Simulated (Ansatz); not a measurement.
# Fe wire along [110], 3 atoms a period: bands by functional and under strain

Wanted: the relaxed geometry and the bands of the Fe wire along [110], 3 atoms a period.

Program: Ansatz 0.2.0. Level of theory: DFT PBE, plane waves, PAW; relaxation of a wire's period, in the first sound run; inputs show where later runs differ. Results are calculated unless marked as measured.

## Step 1: Starting point

The cell holds 3 atoms: 3 Fe. Cell: a = 8.215 Å, b = 8.801 Å, c = 4.002 Å, α = 90.0°, β = 90.0°, γ = 90.0°. Vacuum lies along a and b. The structure's axis is c.

Coordinates:

```cif
data_structure
_symmetry_space_group_name_H-M 'P 1'
_symmetry_Int_Tables_number 1
_cell_length_a 8.2150
_cell_length_b 8.8010
_cell_length_c 4.0022
_cell_angle_alpha 90.000
_cell_angle_beta 90.000
_cell_angle_gamma 90.000
_cell_volume 289.36
loop_
_atom_site_label
_atom_site_type_symbol
_atom_site_fract_x
_atom_site_fract_y
_atom_site_fract_z
_atom_site_occupancy
Fe1 Fe 0.41388 0.38632 0.00000 1
Fe2 Fe 0.41388 0.61369 0.50000 1
Fe3 Fe 0.58612 0.38632 0.50000 1
```

## Step 2: Relaxing the period

Band widths follow the bond lengths, so the wire is relaxed first. The atoms and the third cell vector are free; the box across stays fixed as vacuum. Moments are seeded so that a magnetic state can form if it lies lower. A Fermi-Dirac smearing is set since the result may be a metal. The pressure printed is a third of the stress's trace over the whole box, vacuum included; only the stress along the axis is relaxed.

The input, input.yaml:

```yaml
crystal:
  lattice:
    - [8.215, 0.0, 0.0]
    - [0.0, 8.801, 0.0]
    - [0.0, 0.0, 4.0022243815]
  atoms:
    - { symbol: Fe, position: [0.413877054, 0.386319736, 0.0], spin: 2.4 }
    - { symbol: Fe, position: [0.413877054, 0.613693011, 0.5], spin: 2.4 }
    - { symbol: Fe, position: [0.586122946, 0.386319736, 0.5], spin: 2.4 }
magnetization:
  spin_polarized: true
kpoints:
  mp_grid: { grid: [1, 1, 20] }
scf:
  occupations: { method: fermi_dirac, width: 0.05 }
hamiltonian:
  xc: pbe
relax:
  cell: { fix: [a, b, alpha, beta, gamma] }
  max_steps: 60
```

The run is started by

```bash
ansatz run input.yaml --threads 4 --pin off --max-ram 16384MiB --backend cpu --events-out ev --progress --plain --runs-dir out
```

Numbers of over 12 decimals in the logs are rounded to 6 here.

The log of the run:

```text
Engine: ansatz 0.2.0, aarch64-unknown-linux-gnu
Pseudopotentials: kind: paw
Pseudopotential: Fe, paw, valence charge 16, recommended cutoff 420 eV (normal), Fe.paw.azcp
Functional definition: PBE
  parameter kappa = 0.804
  parameter beta = 0.066725
  exchange = pbe_x(kappa = kappa, mu = beta*pi^2/3)
  correlation = pbe_c(beta = beta)
Crystal: 3 atoms, lattice volume = 289.362 Å³
Basis set: ecut = 420 eV, 5635 PW (Γ), exchange–correlation on 120×120×54 points (8 copies of the dense FFT grid, shifted against one another)
Bands: 34, of which v1, the nominal top of the filled ones, is band 24 counted from 1 (23 counted from 0)
Symmetry: 2 space group operations
Space group: Pm (ITA 6), of the structure as read, at distance tolerance 6.6e-5 Å
Magnetic group: BNS 6.18 (UNI 25), of the structure as read, at distance tolerance 6.6e-5 Å
k-points: 11 of 20
Non-local potential: Fe, projectors of the file, l = 0: 3, l = 1: 2, l = 2: 3, l = 3: 1
PAW form: soft (Blöchl's): semilocal exchange-correlation on the pseudo side does not see the compensation charge
PAW one-centre angular grid: Fe, 590 points (default); XC on 64 Gauss nodes
Initial density: superposition of atomic densities (neutral atoms: chi_scale 0, normalization atom)
Starting moments: Σ|m| = 7.2 μB on 3 of 3 sites
Initial wavefunctions: pseudopotential atomic-orbital guess
Functional: x = pbe(κ = 0.804, μ = 0.219515), c = pbe(β = 0.066725)
SCF iter   1: F=—  HF=-13430.768809 eV  |F-HF|=—  |Δ(HF+E_count)|=         —  Δρ=4.02e-2 (↑4.02e-2 ↓2.11e-2)  dr2=8.80e0  dr2_m=1.86e0  M=8.335 μB ∫|m|=8.493 μB  β_m=0.30  ethr=3.10e-3  ⟨swp⟩=7.0  Hψ=3306  notcnv=0
Mixer restart at iter 1: flushing history
preconditioner: auto → LDOS  [metal: Δε(μ)=0.020 eV  Ē_g=3.508 eV  σ=0.050 eV  W_gap=0.10  n_scr=38 (ndim 8)  ℏωp=10.7 eV  f_vac=0.625  D(μ)=4.67/eV (n_scr^D=22)]
spin=Collinear: LDOS preconditioning applied to the charge; magnetization (m = ρ↑ − ρ↓) channel mixes plain (no charge-response kernel on spin).
SCF iter   2: F=—  HF=-13431.287044 eV  |F-HF|=—  |Δ(HF+E_count)|=   5.18e-1  Δρ=2.65e-2 (↑2.65e-2 ↓2.10e-2)  dr2=2.23e0  dr2_m=1.32e0  M=8.795 μB ∫|m|=8.983 μB  β_m=0.53  ethr=3.10e-3  ⟨swp⟩=3.0  Hψ=1521  notcnv=0  defer=18
SCF iter   3: F=—  HF=-13433.047810 eV  |F-HF|=—  |Δ(HF+E_count)|=    1.76e0  Δρ=1.07e-2 (↑1.07e-2 ↓9.47e-3)  dr2=7.72e-2  dr2_m=2.51e-1  M=9.384 μB ∫|m|=9.719 μB  β_m=0.71  ethr=3.10e-3  ⟨swp⟩=3.3  Hψ=1370  notcnv=0  defer=18
SCF iter   4: F=—  HF=-13433.388386 eV  |F-HF|=—  |Δ(HF+E_count)|=         —  Δρ=7.30e-3 (↑3.78e-3 ↓7.30e-3)  dr2=2.48e-1  dr2_m=1.14e-2  M=9.490 μB ∫|m|=9.982 μB  β_m=0.71  ethr=1.61e-4  ⟨swp⟩=3.5  Hψ=1790  notcnv=0  defer=18
Mixer restart at iter 4: flushing history
SCF iter   5: F=—  HF=-13433.390381 eV  |F-HF|=—  |Δ(HF+E_count)|=   2.00e-3  Δρ=6.31e-3 (↑6.31e-3 ↓3.63e-3)  dr2=1.70e-1  dr2_m=5.96e-3  M=9.467 μB ∫|m|=9.970 μB  β_m=0.56  ethr=1.61e-4  ⟨swp⟩=3.0  Hψ=1628  notcnv=0  defer=20
SCF iter   6: F=—  HF=-13433.334837 eV  |F-HF|=—  |Δ(HF+E_count)|=   5.55e-2  Δρ=1.46e-3 (↑7.12e-4 ↓1.46e-3)  dr2=2.81e-3  dr2_m=2.88e-3  M=9.494 μB ∫|m|=10.012 μB  β_m=0.78  ethr=1.61e-4  ⟨swp⟩=2.3  Hψ=1623  notcnv=0  defer=20
SCF iter   7: F=—  HF=-13433.337828 eV  |F-HF|=—  |Δ(HF+E_count)|=   2.99e-3  Δρ=4.85e-4 (↑2.52e-4 ↓4.85e-4)  dr2=1.46e-3  dr2_m=1.45e-4  M=9.497 μB ∫|m|=10.041 μB  β_m=0.65  ethr=5.85e-6  ⟨swp⟩=2.0  Hψ=1228  notcnv=0  defer=20
SCF iter   8: F=—  HF=-13433.337662 eV  |F-HF|=—  |Δ(HF+E_count)|=   1.66e-4  Δρ=1.49e-4 (↑7.78e-5 ↓1.49e-4)  dr2=4.07e-5  dr2_m=2.64e-5  M=9.504 μB ∫|m|=10.049 μB  β_m=0.83  ethr=3.05e-6  ⟨swp⟩=2.0  Hψ=1176  notcnv=0  defer=20
SCF iter   9: F=—  HF=-13433.337685 eV  |F-HF|=—  |Δ(HF+E_count)|=   2.28e-5  Δρ=8.28e-5 (↑5.63e-5 ↓8.28e-5)  dr2=3.10e-5  dr2_m=2.89e-6  M=9.506 μB ∫|m|=10.052 μB  β_m=0.79  ethr=8.47e-8  ⟨swp⟩=2.0  Hψ=1254  notcnv=0  defer=20
SCF iter  10: F=—  HF=-13433.337687 eV  |F-HF|=—  |Δ(HF+E_count)|=   2.06e-6  Δρ=4.68e-5 (↑1.43e-5 ↓4.68e-5)  dr2=8.24e-6  dr2_m=1.29e-6  M=9.506 μB ∫|m|=10.053 μB  β_m=0.86  ethr=6.46e-8  ⟨swp⟩=2.4  Hψ=1264  notcnv=0  defer=20
SCF iter  11: F=—  HF=-13433.337687 eV  |F-HF|=—  |Δ(HF+E_count)|=   8.28e-7  Δρ=1.80e-5 (↑6.85e-6 ↓1.80e-5)  dr2=8.41e-7  dr2_m=2.37e-7  M=9.506 μB ∫|m|=10.052 μB  β_m=0.92  ethr=1.72e-8  ⟨swp⟩=2.0  Hψ=1015  notcnv=0  defer=20
SCF iter  12: F=—  HF=-13433.337688 eV  |F-HF|=—  |Δ(HF+E_count)|=   8.55e-7  Δρ=1.10e-5 (↑3.54e-6 ↓1.10e-5)  dr2=2.27e-7  dr2_m=9.69e-8  M=9.506 μB ∫|m|=10.052 μB  β_m=0.96  ethr=1.75e-9  ⟨swp⟩=2.3  Hψ=1233  notcnv=0  defer=20
SCF iter  13: F=—  HF=-13433.337688 eV  |F-HF|=—  |Δ(HF+E_count)|=   2.36e-7  Δρ=7.86e-6 (↑4.94e-6 ↓7.86e-6)  dr2=2.21e-7  dr2_m=3.43e-8  M=9.506 μB ∫|m|=10.052 μB  β_m=0.98  ethr=4.74e-10  ⟨swp⟩=2.0  Hψ=1295  notcnv=0  defer=20
SCF iter  14: F=—  HF=-13433.337689 eV  |F-HF|=—  |Δ(HF+E_count)|=   2.06e-7  Δρ=6.43e-6 (↑4.98e-6 ↓6.43e-6)  dr2=1.78e-7  dr2_m=2.07e-8  M=9.506 μB ∫|m|=10.052 μB  β_m=0.95  ethr=4.61e-10  ⟨swp⟩=2.0  Hψ=1297  notcnv=0  defer=20
SCF iter  15: F=—  HF=-13433.337689 eV  |F-HF|=—  |Δ(HF+E_count)|=   6.24e-8  Δρ=5.82e-6 (↑1.54e-6 ↓5.82e-6)  dr2=4.34e-8  dr2_m=2.61e-8  M=9.506 μB ∫|m|=10.052 μB  β_m=0.98  ethr=3.70e-10  ⟨swp⟩=2.0  Hψ=1216  notcnv=0  defer=20
SCF iter  16: F=-13433.337689 eV  HF=-13433.337689 eV  |F-HF|=4.17e-8  |Δ(HF+E_count)|=   6.10e-8  Δρ=5.65e-6 (↑1.33e-6 ↓5.65e-6)  dr2=7.64e-8  dr2_m=2.53e-8  M=9.506 μB ∫|m|=10.052 μB  ethr=9.05e-11  ⟨swp⟩=2.0  Hψ=2375  notcnv=0
SCF 1 converged in 16 iterations: F = -13433.337689 eV  dr2 = 7.64e-8
  greatest PAW one-centre occupation: 1.004 electrons in one spin orbital (limit 2), on the Fe atom at site 1 (counted from 0), in its partial waves of l = 1
relax step   1: F+E_penalty+E_count = -13433.33768878 eV  Δ(F+E_penalty+E_count) = +0.000e0 eV  max|allowed force component| = 2.006e0 eV/Å  Δτ_max = 0.0000 Å  P = -2.374 GPa  Ω = 289.362 Å³  fix = [a, b, alpha, beta, gamma]  reactions: a -0.842, b -2.113 GPa; gamma -0.554 GPa/rad  (16 SCF iters, dr2 threshold 1.00e-7 eV, accepted)
Crystal: 3 atoms, lattice volume = 280.299 Å³
Basis set: ecut = 420 eV, 5479 PW (Γ), exchange–correlation on 120×120×54 points (8 copies of the dense FFT grid, shifted against one another)
Initial density: handed on by an earlier stage of this run
Starting moments: Σ|m| = 7.2 μB on 3 of 3 sites; this step starts from the density that it was given
Initial wavefunctions: those handed on with the density
iter 1 solved again at ethr=9.01e-4 eV; its pass at ethr=3.10e-3 eV (dr2=4.32e-1 eV) is discarded
[...]
relax step  36: F+E_penalty+E_count = -13435.88589514 eV  Δ(F+E_penalty+E_count) = -1.525e-5 eV  max|allowed force component| = 1.943e-3 eV/Å  Δτ_max = 0.0156 Å  P = +0.107 GPa  Ω = 176.583 Å³  energy of the carried Pulay correction = +9.808e-3 eV  fix = [a, b, alpha, beta, gamma]  reactions: a +0.158, b +0.166 GPa; gamma -0.014 GPa/rad  (10 SCF iters, dr2 threshold 6.89e-9 eV, accepted)
Basis set: ecut = 420 eV, 3443 PW (Γ), exchange–correlation on 120×120×36 points (8 copies of the dense FFT grid, shifted against one another)
Initial wavefunctions: pseudopotential atomic-orbital guess (no wavefunctions were taken with the density)
iter 1 solved again at ethr=3.34e-6 eV; its pass at ethr=3.10e-3 eV (dr2=1.60e-3 eV) is discarded
SCF iter   1: F=—  HF=-13435.879649 eV  |F-HF|=—  |Δ(HF+E_count)|=         —  Δρ=3.58e-4 (↑1.99e-4 ↓3.58e-4)  dr2=3.74e-4  dr2_m=2.25e-5  M=9.330 μB ∫|m|=9.591 μB  β_m=0.65  ethr=3.34e-6  ⟨swp⟩=3.0  Hψ=5139  notcnv=0
preconditioner: auto → LDOS  [metal: Δε(μ)=0.011 eV  Ē_g=4.914 eV  σ=0.050 eV  W_gap=0.05  n_scr=10 (ndim 8)  ℏωp=13.7 eV  f_vac=0.624  D(μ)=3.30/eV (n_scr^D=20)]
spin=Collinear: LDOS preconditioning applied to the charge; magnetization (m = ρ↑ − ρ↓) channel mixes plain (no charge-response kernel on spin).
SCF iter   2: F=—  HF=-13435.879645 eV  |F-HF|=—  |Δ(HF+E_count)|=   3.90e-6  Δρ=1.65e-4 (↑1.65e-4 ↓1.01e-4)  dr2=1.20e-4  dr2_m=3.14e-6  M=9.325 μB ∫|m|=9.587 μB  β_m=0.60  ethr=7.79e-7  ⟨swp⟩=1.7  Hψ=903  notcnv=0
SCF iter   3: F=—  HF=-13435.879646 eV  |F-HF|=—  |Δ(HF+E_count)|=   9.67e-7  Δρ=6.56e-5 (↑6.56e-5 ↓5.79e-5)  dr2=8.86e-6  dr2_m=4.45e-6  M=9.322 μB ∫|m|=9.584 μB  β_m=0.79  ethr=2.50e-7  ⟨swp⟩=1.0  Hψ=748  notcnv=0
SCF iter   4: F=—  HF=-13435.879676 eV  |F-HF|=—  |Δ(HF+E_count)|=   3.05e-5  Δρ=8.14e-5 (↑8.14e-5 ↓1.91e-5)  dr2=1.06e-5  dr2_m=2.33e-6  M=9.320 μB ∫|m|=9.582 μB  β_m=0.79  ethr=1.85e-8  ⟨swp⟩=2.1  Hψ=1351  notcnv=0
SCF iter   5: F=—  HF=-13435.879675 eV  |F-HF|=—  |Δ(HF+E_count)|=   1.27e-6  Δρ=1.24e-5 (↑1.00e-5 ↓1.24e-5)  dr2=8.73e-7  dr2_m=1.71e-8  M=9.319 μB ∫|m|=9.581 μB  β_m=0.67  ethr=1.85e-8  ⟨swp⟩=2.4  Hψ=1255  notcnv=0
SCF iter   6: F=—  HF=-13435.879675 eV  |F-HF|=—  |Δ(HF+E_count)|=   2.44e-7  Δρ=5.72e-6 (↑5.72e-6 ↓3.69e-6)  dr2=6.95e-8  dr2_m=2.17e-8  M=9.318 μB ∫|m|=9.580 μB  β_m=0.69  ethr=1.82e-9  ⟨swp⟩=2.2  Hψ=1080  notcnv=0
SCF iter   7: F=—  HF=-13435.879675 eV  |F-HF|=—  |Δ(HF+E_count)|=   5.61e-8  Δρ=1.91e-6 (↑1.24e-6 ↓1.91e-6)  dr2=8.89e-9  dr2_m=2.47e-9  M=9.318 μB ∫|m|=9.580 μB  β_m=0.76  ethr=1.45e-10  ⟨swp⟩=2.0  Hψ=1049  notcnv=0
SCF iter   8: F=—  HF=-13435.879675 eV  |F-HF|=—  |Δ(HF+E_count)|=   1.23e-8  Δρ=1.04e-6 (↑1.04e-6 ↓7.73e-7)  dr2=2.70e-9  dr2_m=6.13e-10  M=9.318 μB ∫|m|=9.580 μB  β_m=0.69  ethr=1.85e-11  ⟨swp⟩=2.6  Hψ=1248  notcnv=0
SCF iter   9: F=—  HF=-13435.879675 eV  |F-HF|=—  |Δ(HF+E_count)|=   7.39e-8  Δρ=4.31e-7 (↑4.31e-7 ↓3.71e-7)  dr2=2.75e-10  dr2_m=1.39e-10  M=9.318 μB ∫|m|=9.580 μB  β_m=0.73  ethr=5.63e-12  ⟨swp⟩=3.4  Hψ=1499  notcnv=0
SCF iter  10: F=—  HF=-13435.879675 eV  |F-HF|=—  |Δ(HF+E_count)|=   2.98e-9  Δρ=2.41e-7 (↑2.41e-7 ↓1.91e-7)  dr2=7.05e-11  dr2_m=5.20e-11  M=9.318 μB ∫|m|=9.580 μB  β_m=0.87  ethr=1.00e-12  ⟨swp⟩=2.4  Hψ=1059  notcnv=0
SCF iter  11: F=—  HF=-13435.879675 eV  |F-HF|=—  |Δ(HF+E_count)|=  3.60e-10  Δρ=1.01e-7 (↑1.01e-7 ↓7.34e-8)  dr2=3.27e-11  dr2_m=2.65e-12  M=9.318 μB ∫|m|=9.580 μB  β_m=0.80  ethr=1.00e-12  ⟨swp⟩=2.2  Hψ=997  notcnv=0
SCF iter  12: F=—  HF=-13435.879675 eV  |F-HF|=—  |Δ(HF+E_count)|=  9.09e-12  Δρ=5.59e-8 (↑5.59e-8 ↓2.59e-8)  dr2=8.99e-12  dr2_m=7.36e-13  M=9.318 μB ∫|m|=9.580 μB  β_m=0.69  ethr=1.00e-12  ⟨swp⟩=1.3  Hψ=756  notcnv=0
SCF iter  13: F=—  HF=-13435.879675 eV  |F-HF|=—  |Δ(HF+E_count)|=  3.64e-12  Δρ=1.57e-8 (↑1.57e-8 ↓1.19e-8)  dr2=1.05e-12  dr2_m=1.41e-13  M=9.318 μB ∫|m|=9.580 μB  β_m=0.75  ethr=1.00e-12  ⟨swp⟩=1.0  Hψ=748  notcnv=0
SCF iter  14: F=-13435.879675 eV  HF=-13435.879675 eV  |F-HF|=1.09e-11  |Δ(HF+E_count)|=  3.64e-12  Δρ=2.39e-8 (↑7.91e-9 ↓2.39e-8)  dr2=1.92e-12  dr2_m=2.78e-13  M=9.318 μB ∫|m|=9.580 μB  ethr=1.00e-12  ⟨swp⟩=4.0  Hψ=2637  notcnv=0
SCF 37 converged in 14 iterations: F = -13435.879675 eV  dr2 = 1.92e-12
  greatest PAW one-centre occupation: 1.003 electrons in one spin orbital (limit 2), on the Fe atom at site 2 (counted from 0), in its partial waves of l = 1
relax step  37: F+E_penalty+E_count = -13435.87967512 eV  Δ(F+E_penalty+E_count) = +6.220e-3 eV  max|allowed force component| = 8.296e-4 eV/Å  Δτ_max = 0.0000 Å  P = +0.106 GPa  Ω = 176.583 Å³  fix = [a, b, alpha, beta, gamma]  reactions: a +0.162, b +0.169 GPa; gamma -0.013 GPa/rad  stress off target by 1.44e-2 GPa on what of the cell is left free  SCF on the basis re-selected at this cell (its energy is not comparable with the rows above)  (14 SCF iters)
basis re-selected at this cell: Δ(F+E_penalty+E_count) = +6.220e-3 eV, ΔP = -0.001 GPa vs the last step (what re-selecting the basis moved, of the pressure what is left beyond the Pulay correction that the steps carried, after the strain that the cell walked since its last selection, with what the two solves' SCF thresholds leave and, on support functions, any second-order correction that the steps lacked; it is no measure of the basis error at this ecutwfc). The dense FFT grid was sized anew with the basis: this SCF ran on 60×60×18 points, the steps before it on 60×60×27, so part of this shift can come from that change (see relax.cell in the input reference). [rest of the remark cut]
SCF converged after 14 iterations
Magnetization: 9.3182 μB (28.6591 up, 19.3409 down)
Absolute magnetization: 9.5812 μB (∫|ρ↑−ρ↓|, with the PAW one-centre terms)
Spin contamination: 0.1155 ħ² per cell (⟨S²⟩ above its minimum at these occupations)
Per-site moments (μB) at R_I (Å): [(2.809598, 1.007471), (2.807226, 0.939796), (2.805042, 0.939796)]
Free energy (F): -13435.879675 eV
Harris-Foulkes:  -13435.879675 eV  (|F-HF|=1.09e-11)
Internal energy: -13435.852906 eV  (E = F + TS)
E sigma→0 (E₀):  -13435.866291 eV
Entropy (-TS):   -0.026769 eV (-8.923 meV/atom)
Fermi energy:    0.648585 eV
--- Per-component energies (eV) ---
  E_band       = -1494.964118
  E_kinetic    = 1044.271400
  E_local      = -20779.529854  (includes V_loc(G=0)·N_el)
  E_nonlocal   = 675.910154
  E_hartree    = 9464.329478
  E_xc         = -344.890821
  E_vxc        = -443.309411  (∫ρ·V_xc dr)
  E_paw        = -4113.163596  (= ΣΔE_a)
  E_vpaw       = -920.967936  (= ΣTr[D̂ρ^β])
  E_aug_tail   = 0.002627  (compensation charges beyond the density's cutoff)
  E_ewald      = 617.217705
  E_smearing   = -0.026769  (= −TS)
  E_closure    = 0.000000  (closes the sum)
  Σ components = -13435.879675   (vs F -13435.879675, Δ=0.00e0)
--- Forces (eV/Å), atoms counted from 1 ---
  atom   1  Fe     0.00045003     0.00060905     0.00000000
  atom   2  Fe     0.00037660    -0.00049046     0.00000000
  atom   3  Fe    -0.00083104    -0.00013694     0.00000000
  max |Σ_I F_I| component: 1.83e-5 eV/Å
--- Stress (GPa, compression-positive) ---
        0.161745       0.013480       0.000000
        0.013480       0.169416       0.000000
        0.000000       0.000000      -0.014446
  P = ⅓ Tr σ = 0.1056 GPa (1.056 kbar)
--- Relaxed structure (36 steps of the walk, 31 accepted, 1 SCFs on fresh bases) ---
  F+E_penalty+E_count = -13435.87967512 eV   max|allowed force component| = 8.296e-4 eV/Å   (the final SCF, on the basis selected at the relaxed cell)
  cell:  # Å, volume = 176.5826 Å³
    - [8.215, 0, 0.0]
    - [0, 8.801, 0.0]
    - [0.0, 0.0, 2.442353]
  atoms:
    - { symbol: Fe, position: [0.419659, 0.335376, 0.0] }
    - { symbol: Fe, position: [0.367508, 0.571511, 0.500000] }
    - { symbol: Fe, position: [0.626709, 0.479445, 0.500000] }
```

Run time: 4.9 min. Hardware: 4 threads of Arm Neoverse V1, shared host; peak memory 0.74 GiB.

The steps of the relaxation (22 of 37):

```csv
step,energy less that of the first step (eV),largest force component (eV/Å),pressure (GPa),volume (Å³)
1,0.0000,2.0064,-2.37,289.36
3,-0.8671,1.8479,0.39,266.48
4,-1.2537,0.9107,-0.13,252.01
6,-1.9699,0.1799,-1.23,223.50
8,-2.4578,0.1231,-0.47,195.31
10,-2.5048,0.3460,0.69,183.87
11,-2.5108,0.1863,-0.20,183.28
13,-2.5151,0.3741,0.16,172.94
15,-2.5420,0.0201,0.13,176.32
16,-2.5423,0.0048,0.13,176.53
18,-2.5426,0.0264,0.16,176.57
20,-2.5398,0.2595,-0.27,176.77
22,-2.5455,0.0200,0.11,176.39
23,-2.5449,0.1495,-0.09,176.50
25,-2.5465,0.0065,0.09,176.84
27,-2.5469,0.0223,0.18,176.17
28,-2.5474,0.0206,0.10,176.36
30,-2.5476,0.0264,0.06,176.67
32,-2.5480,0.0287,0.07,176.59
34,-2.5482,0.0109,0.10,176.57
35,-2.5482,0.0105,0.12,176.59
37*,-2.5420,0.0008,0.11,176.58
```

Relaxation steps marked * repeat the geometry before them on a plane-wave basis chosen anew for their cell, so energy and pressure can jump there. Other such steps can lie between the rows shown. Relaxation steps 13, 17, 20, 23, 26 were tried and not accepted.

Forces are held to the 2 operations that the run works with; a distortion that breaks them can't arise in this run.

```csv
cell as run,before,after,change
c (Å),4.002,2.442,-39.0 %
```

The atoms that moved most (Å, along periodic axes as changes of fractional coordinates times the final cell, across vacuum about the mean position):

```csv
atom,dx,dy,dz,length
Fe3,0.333,0.820,0.000,0.885
Fe2,-0.381,-0.371,0.000,0.532
Fe1,0.048,-0.448,0.000,0.451
```

The relaxed structure:

```
Fe
1.0
     8.21500    0.00000    0.00000
     0.00000    8.80100    0.00000
     0.00000    0.00000    2.44235
Fe
3
Cartesian
  3.4475 2.9516 0.0000
  3.0191 5.0299 1.2212
  5.1484 4.2196 1.2212
```

Numbers from this step:

```
energy at zero smearing    : -13435.8663 eV
total moment               : 9.318 μB
absolute moment            : 9.581 μB
cell length along the wire : 2.442 Å
```

Site moment by atom:

```csv
atom,site moment (μB)
Fe1,2.81
Fe2,2.81
Fe3,2.81
```

The cell's length comes to 2.442 Å with an absolute moment of 9.58 μB a cell. That is -39 % against the start, more than a small adjustment. 3 contacts a cell pass between under 1.1 and over 1.27 times the sum of covalent radii, so the wire has rearranged from the shape that names it.

[end of part 1 of 3]

[Logs are printed without paths, hosts, clocks, repeated set-up lines and the standing remarks that a program may print on its own settings, such as how far it seeks lower states.]

[Hosts, paths, dates, database ids (printed as entryN), source tags and the programs' standing remarks are cut or masked in the printed files.]
